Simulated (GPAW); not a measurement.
A GW chain in GPAW: AlGaN2 (P3m1). The structure is trigonal, space group P3m1 (No. 156). Conventional cell: a = 3.145 Å, b = 3.145 Å, c = 5.097 Å, α = 90.00°, β = 90.00°, γ = 120.00°. Nearest to Al lie 4 N at 1.89 to 1.90 Å. Nearest to Ga lie 4 N at 1.93 to 1.96 Å. N has 3 Al at 1.90 Å and 1 Ga at 1.96 Å nearest. N has 1 Al at 1.89 Å and 3 Ga at 1.93 Å nearest. Farther neighbours, and contacts between anions beyond the nearest, are not listed. The calculation used DFT, LDA, plane waves, PAW (and 1 further level or step) in GPAW 26.7.0, with cutoff 600 eV, GPAW PAW setups 1.2.1 data release, 3×3×4 k-mesh, nbands 210. The LDA gap is 2.98 eV, direct. The G0W0 gap on the mesh is 4.51 eV and the GW settings are 3×3×4 mesh, 93 bands, screening to 96 eV, Godby-Needs plasmon pole. The known limits are short of the basis limit; no spin-orbit coupling; coarse k mesh. It took 3 runs, 35 s in all on 4 MPI ranks of Intel Xeon Platinum 8488C (Sapphire Rapids), shared host. G0W0 moves the gap on the mesh from 2.98 eV to 4.51 eV (+1.52 eV), with Z of 0.79 and 0.82 at the edges. Bands and cutoff are finite, so the gap stands short of the basis limit, usually by up to a few tenths of an eV; the mesh is an error of its own. The cell and positions are those that the Materials Project relaxed with its own functionals (PBE, PBE+U or r2SCAN), kept fixed. Limits: no spin-orbit coupling. The 3×3×4 mesh is coarse for this cell, which bears on the long-range parts of exchange and screening.

```xyz
4
Lattice="3.1453 0.0000 0.0000 -1.5726 2.7239 0.0000 0.0000 0.0000 5.0969" Properties=species:S:1:pos:R:3 pbc="T T T"
Al    0.0000    0.0000    5.0931
Ga    1.5726    0.9080    2.5340
N     1.5726    0.9080    0.5699
N     0.0000    0.0000    3.2017
```

[Long decimals in the printed logs are rounded to 6 places.]

[Logs are printed without paths, hosts, clocks, repeated set-up lines and the standing remarks that a program may print on its own settings, such as how far it seeks lower states.]

[Paths, hosts, dates, memory and timing lines, banners, echoed tables and standing remarks are left out of the program output; an Ansatz launch command may be rebuilt from the run's recorded settings. Measured values are a selection of at most five: reports struck by readers or far from the other reports are left out. None is set beside runs whose start may be inverted or whose files or cutoffs have a known fault.]

[Runs of the session that timed out or met a known fault of the program may be left out.]

[Hosts, paths, dates, database ids (printed as entryN), source tags and the programs' standing remarks are cut or masked in the printed files.]

[Where the starting crystal was built by hand or by swapping elements, it need not be the compound's stable phase.]
